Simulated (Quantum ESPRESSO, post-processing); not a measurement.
# AlN(10-10), stepped through the number of layers, part 2 of 2

Wanted: a table for AlN(10-10) against the number of layers, and what can be fitted to it.

Quantum ESPRESSO 7.5; plane-wave DFT, PBE, GBRV ultrasoft pseudopotentials.

So far. Step 11 (Potential by pp.x, 2 layers): The slope in the vacuum is 0.100 eV/Å for an applied 0.10 V/Å, as it should be.

### Step 13. Relaxing the ions, 3 layers

System of this step: AlN(10-10), 3 layers. The cell holds 12 atoms: 6 Al and 6 N. Its edges and angles: a = 3.132 Å, b = 5.023 Å, c = 22.338 Å, α = 90.0°, β = 90.0°, γ = 90.0°. It derives from AlN. Vacuum lies along c.

Input file m1.relax.in:

```
&control
  prefix = 'm1.relax'
  outdir = './out'
  pseudo_dir = './pseudo'
  nstep = 90
  forc_conv_thr = 6e-05
  calculation = 'relax'
  etot_conv_thr = 1e-07
/
&system
  ibrav = 0
  nat = 12
  ntyp = 2
  ecutwfc = 40
  ecutrho = 200
  occupations = 'fixed'
/
&electrons
  conv_thr = 1e-10
  mixing_beta = 0.4
  electron_maxstep = 120
/
&ions
/
ATOMIC_SPECIES
  Al  26.9815  al_pbe_v1.uspp.F.UPF
  N   14.0070  n_pbe_v1.2.uspp.F.UPF
CELL_PARAMETERS angstrom
  3.13182983500000 0.00000000000000 0.00000000000000
  0.00000000000000 5.02319053700000 0.00000000000000
  0.00000000000000 0.00000000000000 22.33757631421616
ATOMIC_POSITIONS crystal
  Al  0.500000000000 0.500000000000 0.358344716549
  N   0.500000000000 0.882000000000 0.358344716549
  Al  0.000000000000 0.000000000000 0.398817654664
  N   0.000000000000 0.382000000000 0.398817654664
  Al  0.000000000000 0.500000000000 0.479763530942
  N   0.000000000000 0.882000000000 0.479763530942
  Al  0.500000000000 0.000000000000 0.520236469058
  N   0.500000000000 0.382000000000 0.520236469058
  Al  0.500000000000 0.500000000000 0.601182345336
  N   0.500000000000 0.882000000000 0.601182345336
  Al  0.000000000000 0.000000000000 0.641655283451
  N   0.000000000000 0.382000000000 0.641655283451
K_POINTS automatic
  6 4 1 0 0 0
```

On the command line:

```bash
$ OMP_NUM_THREADS=1 mpirun -n 4 pw.x -nk 2 -in m1.relax.in > m1.relax.out
```

It took 5.6 min on 4 MPI ranks of Arm Neoverse V1, shared host; peak memory 0.49 GiB; 22 min of CPU time.

Relaxation path:

```csv
step,energy less that of the first step (eV),largest force (eV/Å)
1,0.0000,2.7002
2,-0.5050,2.1050
3,-0.8273,1.3184
4,-0.9864,0.8138
5,-1.0173,0.3581
6,-1.0370,0.3631
7,-1.0508,0.3505
8,-1.0661,0.2572
9,-1.0771,0.1486
10,-1.0793,0.0618
11,-1.0799,0.0306
12,-1.0800,0.0176
13,-1.0800,0.0168
14,-1.0801,0.0181
15,-1.0801,0.0139
16,-1.0802,0.0089
17,-1.0802,0.0047
18,-1.0802,0.0024
19,-1.0802,0.0015
```

The atoms that moved most (Å):

```csv
atom,dx,dy,dz,length
Al11,0.000,0.125,-0.273,0.300
Al1,0.000,0.125,0.273,0.300
Al3,0.000,-0.033,-0.094,0.100
Al9,0.000,-0.033,0.094,0.100
Al5,0.000,-0.004,0.058,0.058
Al7,0.000,-0.004,-0.058,0.058
N2,0.000,-0.032,0.048,0.058
N12,0.000,-0.032,-0.048,0.058
```

The relaxation lowers the energy by 90 meV an atom.

This step gave:

* free energy: -2204.1493 eV
* valence top, on the run's zero: -0.9456 eV

### Step 14. SCF with pw.x, 3 layers

Input file m1.f0.in:

```
&control
  prefix = 'm1.f0'
  outdir = './out'
  pseudo_dir = './pseudo'
  calculation = 'scf'
  tprnfor = .true.
  tefield = .true.
  dipfield = .true.
/
&system
  ibrav = 0
  nat = 12
  ntyp = 2
  ecutwfc = 40
  ecutrho = 200
  occupations = 'fixed'
  edir = 3
  emaxpos = 0.97
  eopreg = 0.04
  eamp = 0.0
  nbnd = 28
/
&electrons
  conv_thr = 1e-09
  mixing_beta = 0.4
  electron_maxstep = 120
  mixing_mode = 'plain'
/
ATOMIC_SPECIES
  Al  26.9815  al_pbe_v1.uspp.F.UPF
  N   14.0070  n_pbe_v1.2.uspp.F.UPF
CELL_PARAMETERS angstrom
  3.13182983500000 0.00000000000000 0.00000000000000
  0.00000000000000 5.02319053700000 0.00000000000000
  0.00000000000000 0.00000000000000 22.33757631421616
ATOMIC_POSITIONS crystal
  Al  0.500000000000 0.524967610800 0.370569414800
  N   0.500000000000 0.875533738000 0.360498275200
  Al  0.000000000000 -0.006584430300 0.394594992900
  N   0.000000000000 0.373858729000 0.398399773800
  Al  0.000000000000 0.499191510000 0.482360874200
  N   0.000000000000 0.879032842500 0.479920425400
  Al  0.500000000000 -0.000808490000 0.517639125800
  N   0.500000000000 0.379032842500 0.520079574600
  Al  0.500000000000 0.493415569700 0.605405007100
  N   0.500000000000 0.873858729000 0.601600226200
  Al  0.000000000000 0.024967610800 0.629430585200
  N   0.000000000000 0.375533738000 0.639501724800
K_POINTS automatic
  6 4 1 0 0 0
```

On the command line:

```bash
$ OMP_NUM_THREADS=1 mpirun -n 4 pw.x -nk 2 -in m1.f0.in > m1.f0.out
```

It took 31 s on 4 MPI ranks; peak memory 0.46 GiB; 2.1 min of CPU time.

Read from the output:

- free energy: -2204.1492 eV
- dipole along the normal: 0 e·Å
- valence top, on the run's zero: -0.9457 eV
- conduction bottom, on the run's zero: 1.573 eV
- gap by band count: 2.518 eV

### Step 15. Ground state, 3 layers: field 0.1 V/Å

m1.f1.in, as its differences from the input of step 14:

```diff
@@ -1,3 +1,3 @@
 &control
-  prefix = 'm1.f0'
+  prefix = 'm1.f1'
   outdir = './out'
@@ -19,3 +19,3 @@
   eopreg = 0.04
-  eamp = 0.0
+  eamp = 0.00194469
   nbnd = 28
@@ -27,2 +27,3 @@
   mixing_mode = 'plain'
+  startingpot = 'file'
 /
```

On the command line:

```bash
$ cp -r out/m1.f0.save out/m1.f1.save
$ OMP_NUM_THREADS=1 mpirun -n 4 pw.x -nk 2 -in m1.f1.in > m1.f1.out
```

Run time: 26 s. Hardware: 4 MPI ranks; peak memory 0.46 GiB; 1.7 min of CPU time.

Read from the output:

| Item | Value |
| --- | --- |
| free energy | -2204.1524 eV |
| dipole along the normal | 0.06312 e·Å |
| valence top, on the run's zero | -0.9197 eV |
| conduction bottom, on the run's zero | 1.578 eV |
| gap by band count | 2.497 eV |

### Step 16. Relaxation with pw.x, 3 layers: field 0.1 V/Å

m1.r1.in, as its differences from the input of step 15:

```diff
@@ -1,9 +1,11 @@
 &control
-  prefix = 'm1.f1'
+  prefix = 'm1.r1'
   outdir = './out'
   pseudo_dir = './pseudo'
-  calculation = 'scf'
-  tprnfor = .true.
+  nstep = 90
+  forc_conv_thr = 6e-05
+  calculation = 'relax'
   tefield = .true.
   dipfield = .true.
+  etot_conv_thr = 1e-07
 /
@@ -20,10 +22,9 @@
   eamp = 0.00194469
-  nbnd = 28
 /
 &electrons
-  conv_thr = 1e-09
+  conv_thr = 1e-10
   mixing_beta = 0.4
   electron_maxstep = 120
-  mixing_mode = 'plain'
-  startingpot = 'file'
+/
+&ions
 /
```

On the command line:

```bash
$ OMP_NUM_THREADS=1 mpirun -n 4 pw.x -nk 2 -in m1.r1.in > m1.r1.out
```

The job ended after 2.8 min (4 MPI ranks; peak memory 0.46 GiB; 11 min of CPU time).

No atom moved by 0.005 Å in the relaxation.

This step gave:

| Property | Result |
| --- | --- |
| free energy | -2204.1528 eV |
| dipole along the normal | 0.07124 e·Å |
| valence top, on the run's zero | -0.9279 eV |

### Step 17. Relaxation with pw.x, 6 layers

System of this step: AlN(10-10), 6 layers. The cell holds 24 atoms: 12 Al and 12 N. Cell: a = 3.132 Å, b = 5.023 Å, c = 30.474 Å, α = 90.0°, β = 90.0°, γ = 90.0°. It derives from AlN. Vacuum lies along c.

Input file m4.relax.in:

```
&control
  prefix = 'm4.relax'
  outdir = './out'
  pseudo_dir = './pseudo'
  nstep = 90
  forc_conv_thr = 6e-05
  calculation = 'relax'
  etot_conv_thr = 1e-07
/
&system
  ibrav = 0
  nat = 24
  ntyp = 2
  ecutwfc = 40
  ecutrho = 200
  occupations = 'fixed'
/
&electrons
  conv_thr = 1e-10
  mixing_beta = 0.4
  electron_maxstep = 120
/
&ions
/
ATOMIC_SPECIES
  Al  26.9815  al_pbe_v1.uspp.F.UPF
  N   14.0070  n_pbe_v1.2.uspp.F.UPF
CELL_PARAMETERS angstrom
  3.13182983500000 0.00000000000000 0.00000000000000
  0.00000000000000 5.02319053700000 0.00000000000000
  0.00000000000000 0.00000000000000 30.47418241171616
ATOMIC_POSITIONS crystal
  Al  0.500000000000 0.500000000000 0.262666684361
  N   0.500000000000 0.882000000000 0.262666684361
  Al  0.000000000000 0.000000000000 0.292333348805
  N   0.000000000000 0.382000000000 0.292333348805
  Al  0.000000000000 0.500000000000 0.351666677728
  N   0.000000000000 0.882000000000 0.351666677728
  Al  0.500000000000 0.000000000000 0.381333342172
  N   0.500000000000 0.382000000000 0.381333342172
  Al  0.500000000000 0.500000000000 0.440666671095
  N   0.500000000000 0.882000000000 0.440666671095
  Al  0.000000000000 0.000000000000 0.470333335538
  N   0.000000000000 0.382000000000 0.470333335538
  Al  0.000000000000 0.500000000000 0.529666664462
  N   0.000000000000 0.882000000000 0.529666664462
  Al  0.500000000000 0.000000000000 0.559333328905
  N   0.500000000000 0.382000000000 0.559333328905
  Al  0.500000000000 0.500000000000 0.618666657828
  N   0.500000000000 0.882000000000 0.618666657828
  Al  0.000000000000 0.000000000000 0.648333322272
  N   0.000000000000 0.382000000000 0.648333322272
  Al  0.000000000000 0.500000000000 0.707666651195
  N   0.000000000000 0.882000000000 0.707666651195
  Al  0.500000000000 0.000000000000 0.737333315639
  N   0.500000000000 0.382000000000 0.737333315639
K_POINTS automatic
  6 4 1 0 0 0
```

On the command line:

```bash
$ OMP_NUM_THREADS=1 mpirun -n 4 pw.x -nk 2 -in m4.relax.in > m4.relax.out
```

It took 26 min on 4 MPI ranks; peak memory 0.71 GiB; 1.7 h of CPU time.

Step by step (22 of 30):

```csv
step,energy less that of the first step (eV),largest force (eV/Å)
1,0.0000,2.6904
2,-0.4931,2.0952
4,-0.9675,0.8199
5,-1.0002,0.3389
7,-1.0283,0.2494
8,-1.0353,0.1192
9,-1.0379,0.1025
11,-1.0406,0.0475
12,-1.0416,0.0563
13,-1.0424,0.0459
15,-1.0437,0.0337
16,-1.0440,0.0276
18,-1.0448,0.0370
19,-1.0452,0.0345
20,-1.0455,0.0231
22,-1.0456,0.0094
23,-1.0456,0.0080
24,-1.0456,0.0069
26,-1.0457,0.0025
27,-1.0457,0.0018
29,-1.0457,0.0021
30,-1.0457,0.0017
```

The atoms that moved most (Å):

```csv
atom,dx,dy,dz,length
Al1,0.000,0.131,0.262,0.293
Al23,0.000,0.131,-0.262,0.293
Al3,0.000,-0.033,-0.084,0.090
Al21,0.000,-0.033,0.084,0.090
N2,0.000,-0.027,0.046,0.053
N24,0.000,-0.027,-0.046,0.053
Al5,0.000,0.012,0.040,0.041
Al19,0.000,0.012,-0.040,0.041
```

The relaxation lowers the energy by 44 meV an atom.

Numbers from this step:

```
free energy                    : -4412.3646 eV
valence top, on the run's zero : 1.228 eV
```

### Step 18. SCF with pw.x, 6 layers

Input file m4.f0.in:

```
&control
  prefix = 'm4.f0'
  outdir = './out'
  pseudo_dir = './pseudo'
  calculation = 'scf'
  tprnfor = .true.
  tefield = .true.
  dipfield = .true.
/
&system
  ibrav = 0
  nat = 24
  ntyp = 2
  ecutwfc = 40
  ecutrho = 200
  occupations = 'fixed'
  edir = 3
  emaxpos = 0.97
  eopreg = 0.04
  eamp = 0.0
  nbnd = 52
/
&electrons
  conv_thr = 1e-09
  mixing_beta = 0.4
  electron_maxstep = 120
  mixing_mode = 'plain'
/
ATOMIC_SPECIES
  Al  26.9815  al_pbe_v1.uspp.F.UPF
  N   14.0070  n_pbe_v1.2.uspp.F.UPF
CELL_PARAMETERS angstrom
  3.13182983500000 0.00000000000000 0.00000000000000
  0.00000000000000 5.02319053700000 0.00000000000000
  0.00000000000000 0.00000000000000 30.47418241171616
ATOMIC_POSITIONS crystal
  Al  0.500000000000 0.525992384500 0.271273585500
  N   0.500000000000 0.876675416900 0.264181056400
  Al  0.000000000000 -0.006576850000 0.289588136300
  N   0.000000000000 0.374894836600 0.292015160700
  Al  0.000000000000 0.502304729300 0.352963528700
  N   0.000000000000 0.881086833800 0.351768839700
  Al  0.500000000000 -0.002731767100 0.380857202000
  N   0.500000000000 0.380015178900 0.381350454800
  Al  0.500000000000 0.499890464600 0.440906384800
  N   0.500000000000 0.880769505600 0.440675265700
  Al  0.000000000000 -0.000928214300 0.470210457200
  N   0.000000000000 0.380607481100 0.470329801600
  Al  0.000000000000 0.499071785700 0.529789542800
  N   0.000000000000 0.880607481100 0.529670198400
  Al  0.500000000000 -0.000109535400 0.559093615200
  N   0.500000000000 0.380769505600 0.559324734300
  Al  0.500000000000 0.497268232900 0.619142798000
  N   0.500000000000 0.880015178900 0.618649545200
  Al  0.000000000000 0.002304729300 0.647036471300
  N   0.000000000000 0.381086833800 0.648231160300
  Al  0.000000000000 0.493423150000 0.710411863700
  N   0.000000000000 0.874894836600 0.707984839300
  Al  0.500000000000 0.025992384500 0.728726414500
  N   0.500000000000 0.376675416900 0.735818943600
K_POINTS automatic
  6 4 1 0 0 0
```

On the command line:

```bash
$ OMP_NUM_THREADS=1 mpirun -n 4 pw.x -nk 2 -in m4.f0.in > m4.f0.out
```

Run time: 1.8 min. Hardware: 4 MPI ranks; peak memory 0.72 GiB.

Numbers from this step:

* free energy: -4412.3642 eV
* dipole along the normal: 0 e·Å
* conduction bottom, on the run's zero: 3.949 eV
* gap by band count: 2.721 eV

### Step 19. Self-consistent run, 6 layers: field 0.1 V/Å

m4.f1.in, as its differences from the input of step 18:

```diff
@@ -1,3 +1,3 @@
 &control
-  prefix = 'm4.f0'
+  prefix = 'm4.f1'
   outdir = './out'
@@ -19,3 +19,3 @@
   eopreg = 0.04
-  eamp = 0.0
+  eamp = 0.00194469
   nbnd = 52
@@ -27,2 +27,3 @@
   mixing_mode = 'plain'
+  startingpot = 'file'
 /
```

On the command line:

```bash
$ cp -r out/m4.f0.save out/m4.f1.save
$ OMP_NUM_THREADS=1 mpirun -n 4 pw.x -nk 2 -in m4.f1.in > m4.f1.out
```

The job ended after 87 s (4 MPI ranks; peak memory 0.73 GiB).

Numbers from this step:

| Property | Result |
| --- | --- |
| free energy | -4412.3702 eV |
| dipole along the normal | 0.1180 e·Å |
| valence top, on the run's zero | 1.391 eV |
| conduction bottom, on the run's zero | 3.844 eV |
| gap by band count | 2.453 eV |

### Step 20. Relaxing the ions, 6 layers: field 0.1 V/Å

m4.r1.in, as its differences from the input of step 19:

```diff
@@ -1,9 +1,11 @@
 &control
-  prefix = 'm4.f1'
+  prefix = 'm4.r1'
   outdir = './out'
   pseudo_dir = './pseudo'
-  calculation = 'scf'
-  tprnfor = .true.
+  nstep = 90
+  forc_conv_thr = 6e-05
+  calculation = 'relax'
   tefield = .true.
   dipfield = .true.
+  etot_conv_thr = 1e-07
 /
@@ -20,10 +22,9 @@
   eamp = 0.00194469
-  nbnd = 52
 /
 &electrons
-  conv_thr = 1e-09
+  conv_thr = 1e-10
   mixing_beta = 0.4
   electron_maxstep = 120
-  mixing_mode = 'plain'
-  startingpot = 'file'
+/
+&ions
 /
```

On the command line:

```bash
$ OMP_NUM_THREADS=1 mpirun -n 4 pw.x -nk 2 -in m4.r1.in > m4.r1.out
```

It took 10 min on 4 MPI ranks; peak memory 0.7 GiB; 40 min of CPU time.

No atom moved by 0.005 Å in the relaxation.

Numbers from this step:

- free energy: -4412.3710 eV
- dipole along the normal: 0.1341 e·Å
- valence top, on the run's zero: 1.319 eV

### Step 21. Relaxing the ions, 7 layers

System of this step: AlN(10-10), 7 layers. The cell holds 28 atoms: 14 Al and 14 N. Cell: a = 3.132 Å, b = 5.023 Å, c = 33.186 Å, α = 90.0°, β = 90.0°, γ = 90.0°. It derives from AlN. Vacuum lies along c.

Input file m5.relax.in:

```
&control
  prefix = 'm5.relax'
  outdir = './out'
  pseudo_dir = './pseudo'
  nstep = 90
  forc_conv_thr = 6e-05
  calculation = 'relax'
  etot_conv_thr = 1e-07
/
&system
  ibrav = 0
  nat = 28
  ntyp = 2
  ecutwfc = 40
  ecutrho = 200
  occupations = 'fixed'
/
&electrons
  conv_thr = 1e-10
  mixing_beta = 0.4
  electron_maxstep = 120
/
&ions
/
ATOMIC_SPECIES
  Al  26.9815  al_pbe_v1.uspp.F.UPF
  N   14.0070  n_pbe_v1.2.uspp.F.UPF
CELL_PARAMETERS angstrom
  3.13182983500000 0.00000000000000 0.00000000000000
  0.00000000000000 5.02319053700000 0.00000000000000
  0.00000000000000 0.00000000000000 33.18638444421616
ATOMIC_POSITIONS crystal
  Al  0.500000000000 0.500000000000 0.241199895281
  N   0.500000000000 0.882000000000 0.241199895281
  Al  0.000000000000 0.000000000000 0.268442011557
  N   0.000000000000 0.382000000000 0.268442011557
  Al  0.000000000000 0.500000000000 0.322926244141
  N   0.000000000000 0.882000000000 0.322926244141
  Al  0.500000000000 0.000000000000 0.350168360417
  N   0.500000000000 0.382000000000 0.350168360417
[... 16 atom lines left out ...]
  Al  0.500000000000 0.500000000000 0.731557988443
  N   0.500000000000 0.882000000000 0.731557988443
  Al  0.000000000000 0.000000000000 0.758800104719
  N   0.000000000000 0.382000000000 0.758800104719
K_POINTS automatic
  6 4 1 0 0 0
```

On the command line:

```bash
$ OMP_NUM_THREADS=1 mpirun -n 4 pw.x -nk 2 -in m5.relax.in > m5.relax.out
```

Wall time 40 min (4 MPI ranks); peak memory 0.81 GiB; 2.7 h of CPU time.

Relaxation path (22 of 33):

```csv
step,energy less that of the first step (eV),largest force (eV/Å)
1,0.0000,2.6905
3,-0.8097,1.3049
4,-0.9673,0.8203
6,-1.0196,0.3135
7,-1.0288,0.2504
9,-1.0392,0.1039
10,-1.0407,0.0576
12,-1.0422,0.0417
13,-1.0426,0.0288
15,-1.0435,0.0364
16,-1.0439,0.0337
18,-1.0445,0.0237
19,-1.0448,0.0268
21,-1.0453,0.0183
22,-1.0454,0.0175
24,-1.0455,0.0121
25,-1.0456,0.0071
27,-1.0456,0.0051
28,-1.0456,0.0040
30,-1.0456,0.0018
31,-1.0456,0.0025
33,-1.0456,0.0016
```

The atoms that moved most (Å):

```csv
atom,dx,dy,dz,length
Al27,0.000,0.131,-0.262,0.293
Al1,0.000,0.131,0.262,0.293
Al3,0.000,-0.032,-0.085,0.091
Al25,0.000,-0.032,0.085,0.091
N28,0.000,-0.026,-0.045,0.052
N2,0.000,-0.026,0.045,0.052
Al5,0.000,0.012,0.039,0.041
Al23,0.000,0.012,-0.039,0.041
```

The relaxation lowers the energy by 37 meV an atom.

Numbers from this step:

* free energy: -5148.4527 eV
* valence top, on the run's zero: 1.720 eV

### Step 22. Self-consistent run, 7 layers

Input file m5.f0.in:

```
&control
  prefix = 'm5.f0'
  outdir = './out'
  pseudo_dir = './pseudo'
  calculation = 'scf'
  tprnfor = .true.
  tefield = .true.
  dipfield = .true.
/
&system
  ibrav = 0
  nat = 28
  ntyp = 2
  ecutwfc = 40
  ecutrho = 200
  occupations = 'fixed'
  edir = 3
  emaxpos = 0.97
  eopreg = 0.04
  eamp = 0.0
  nbnd = 60
/
&electrons
  conv_thr = 1e-09
  mixing_beta = 0.4
  electron_maxstep = 120
  mixing_mode = 'plain'
/
ATOMIC_SPECIES
  Al  26.9815  al_pbe_v1.uspp.F.UPF
  N   14.0070  n_pbe_v1.2.uspp.F.UPF
CELL_PARAMETERS angstrom
  3.13182983500000 0.00000000000000 0.00000000000000
  0.00000000000000 5.02319053700000 0.00000000000000
  0.00000000000000 0.00000000000000 33.18638444421616
ATOMIC_POSITIONS crystal
  Al  0.500000000000 0.526152273700 0.249083003600
  N   0.500000000000 0.876819334600 0.242563386100
  Al  0.000000000000 -0.006423385300 0.265893764700
  N   0.000000000000 0.375060329400 0.268132617700
  Al  0.000000000000 0.502459924800 0.324096873700
  N   0.000000000000 0.881248373700 0.322995194500
  Al  0.500000000000 -0.002587140900 0.349713910500
  N   0.500000000000 0.380188032000 0.350167992300
[... 16 atom lines left out ...]
  Al  0.500000000000 0.493576614700 0.734106235300
  N   0.500000000000 0.875060329400 0.731867382300
  Al  0.000000000000 0.026152273700 0.750916996400
  N   0.000000000000 0.376819334600 0.757436613900
K_POINTS automatic
  6 4 1 0 0 0
```

On the command line:

```bash
$ OMP_NUM_THREADS=1 mpirun -n 4 pw.x -nk 2 -in m5.f0.in > m5.f0.out
```

Elapsed: 2.3 min, on 4 MPI ranks; peak memory 0.81 GiB; 9 min of CPU time.

This step gave:

- free energy: -5148.4524 eV
- dipole along the normal: 0 e·Å
- conduction bottom, on the run's zero: 4.462 eV
- gap by band count: 2.741 eV

### Step 23. Ground state, 7 layers: field 0.1 V/Å

m5.f1.in, as its differences from the input of step 22:

```diff
@@ -1,3 +1,3 @@
 &control
-  prefix = 'm5.f0'
+  prefix = 'm5.f1'
   outdir = './out'
@@ -19,3 +19,3 @@
   eopreg = 0.04
-  eamp = 0.0
+  eamp = 0.00194469
   nbnd = 60
@@ -27,2 +27,3 @@
   mixing_mode = 'plain'
+  startingpot = 'file'
 /
```

On the command line:

```bash
$ cp -r out/m5.f0.save out/m5.f1.save
$ OMP_NUM_THREADS=1 mpirun -n 4 pw.x -nk 2 -in m5.f1.in > m5.f1.out
```

The job ended after 1.9 min (4 MPI ranks; peak memory 0.81 GiB; 7.7 min of CPU time).

This step gave:

```
free energy                          : -5148.4592 eV
dipole along the normal              : 0.1364 e·Å
valence top, on the run's zero       : 1.914 eV
conduction bottom, on the run's zero : 4.311 eV
gap by band count                    : 2.397 eV
```

### Step 24. Relaxing the ions, 7 layers: field 0.1 V/Å

m5.r1.in, as its differences from the input of step 23:

```diff
@@ -1,9 +1,11 @@
 &control
-  prefix = 'm5.f1'
+  prefix = 'm5.r1'
   outdir = './out'
   pseudo_dir = './pseudo'
-  calculation = 'scf'
-  tprnfor = .true.
+  nstep = 90
+  forc_conv_thr = 6e-05
+  calculation = 'relax'
   tefield = .true.
   dipfield = .true.
+  etot_conv_thr = 1e-07
 /
@@ -20,10 +22,9 @@
   eamp = 0.00194469
-  nbnd = 60
 /
 &electrons
-  conv_thr = 1e-09
+  conv_thr = 1e-10
   mixing_beta = 0.4
   electron_maxstep = 120
-  mixing_mode = 'plain'
-  startingpot = 'file'
+/
+&ions
 /
```

On the command line:

```bash
$ OMP_NUM_THREADS=1 mpirun -n 4 pw.x -nk 2 -in m5.r1.in > m5.r1.out
```

Run time: 14 min. Hardware: 4 MPI ranks; peak memory 0.81 GiB.

Hardly anything moved in the relaxation; the energy changed by under 0.2 meV an atom.

Numbers from this step:

```
free energy                    : -5148.4601 eV
dipole along the normal        : 0.1548 e·Å
valence top, on the run's zero : 1.829 eV
```

### Step 25. The series side by side

The series in one table:

```csv
the number of layers,"4πα/A, ions held (Å)","4πα/A, ions free (Å)",gap on the mesh (eV),vacuum level over the valence top (eV),energy (eV)
2 layers,5.08,5.716,2.53,5.65,-1468.3193
3 layers,7.261,8.195,2.518,5.613,-2204.1492
4 layers,9.367,10.62,2.62,5.628,-2940.1958
5 layers,11.47,13.03,2.686,5.634,-3676.2773
6 layers,13.58,15.42,2.721,5.633,-4412.3642
7 layers,15.69,17.81,2.741,5.634,-5148.4524
```

### Step 26. Worked from the printed numbers

4πα/A grows by 0.780 Å for each Å of thickness (clamped-ion); 1 − 1/ε = 0.780 gives ε = 4.5.

4πα/A grows by 0.890 Å for each Å of thickness (relaxed-ion); 1 − 1/ε = 0.890 gives ε = 9.1.

### Step 27. Outcome

* clamped-ion ε from the slope of 4πα/A against thickness: 4.6
* relaxed-ion ε from the slope of 4πα/A against thickness: 9.1
* gap at 7 layers: 2.74 eV

The series holds 6 members; clamped-ion ε from the slope of 4πα/A against thickness: 4.6; relaxed-ion ε from the slope of 4πα/A against thickness: 9.1; gap at 7 layers: 2.74 eV (PBE, GBRV ultrasoft). So near one, the relaxed-ion slope is touchy: 0.01 in it moves ε by 0.8. The gap goes from 2.53 to 2.74 eV as the slab grows from 3.5 to 17.1 Å; the bulk has 4.01 eV on its mesh, which the slab undercuts, so surface states set its edges. Surface layers answer otherwise than the interior, so permittivities come from the slope against thickness; semilocal gaps overscreen; 1×1 cells forbid distortions that need a larger cell.

[Logs are printed without paths, hosts, clocks, repeated set-up lines and the standing remarks that a program may print on its own settings, such as how far it seeks lower states.]

[Hosts, paths, dates, database ids (printed as entryN), source tags and the programs' standing remarks are cut or masked in the printed files.]

[Maps of the electrostatic potential energy from Ansatz leave out the sawtooth potential of an applied field or a dipole correction, so their vacuum need not be flat; planar profiles and work functions include it.]
